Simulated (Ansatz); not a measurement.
In doubt: masses and optical values from hybrid runs of this build are listed as unsure (in some of the runs), which bears on the screening that GW takes from such a start.

System: BaTiO3 (R3m).

It takes space group R3m (No. 160, trigonal). Conventional cell: a = 5.655 Å, b = 5.655 Å, c = 6.955 Å, α = 90.00°, β = 90.00°, γ = 120.00°. Nearest to Ba lie 12 O at 2.79 to 2.89 Å. Nearest to Ti lie 6 O at 1.87 to 2.14 Å. Nearest to O lie 2 Ti at 1.87 to 2.14 Å and 4 Ba at 2.79 to 2.89 Å. Farther neighbours and most contacts between anions are not listed.

```
Ba Ti O
1.0
     2.82737    1.63238    2.31839
    -2.82737    1.63238    2.31839
     0.00000   -3.26476    2.31839
Ba Ti O
1 1 3
Cartesian
  0.0000 0.0000 0.0000
  0.0000 0.0000 3.3698
  0.0000 1.6033 2.3988
  -1.3885 -0.8017 2.3988
  1.3885 -0.8017 2.3988
```

The cell and positions come from the Crystallography Open Database and are kept as given unless a step says otherwise. Spin-orbit coupling is left out unless a run names it. PAW set soft_2, made with PBE.

Gaps computed with Ansatz 0.2.0 without a self-energy: HSE06 3.89 eV, r2SCAN 2.80 eV and PBE0 4.64 eV.

Question: Estimate the G0W0@HSE06 gap with 4×4×4 mesh, 508 empty bands, screening to 230 eV, default PAW files.

About 4.41 eV: on its mesh the run moves the gap from 3.89 eV by +0.52 eV. Among the scalar-relativistic levels given, PBE0 is nearest (+0.23 eV). Bands and cutoff are finite, so the gap is not at the basis limit. The miss can reach some tenths of an eV and take either sign; the mesh is an error of its own. The 4×4×4 mesh is coarse for this cell (its supercell is 16 Å along the shortest edge). The RPA ε∞ on it, from the HSE06 start, is 4.09 and 4.37; such meshes misread the long-range screening, most where the gap is narrow. The many-body steps are scalar-relativistic: spin-orbit coupling is not in them.

[Paths, hosts, dates, memory and timing lines, banners, echoed tables and standing remarks are left out of the program output.]

[Logs are printed without paths, hosts, clocks, repeated set-up lines and the standing remarks that a program may print on its own settings, such as how far it seeks lower states.]

[Runs of the session that timed out or met a known fault of the program may be left out.]

[Cells called generated may have been cut or substituted from an entry of the Crystallography Open Database or the Materials Project.]

[Hosts, paths, dates, database ids (printed as entryN), source tags and the programs' standing remarks are cut or masked in the printed files.]
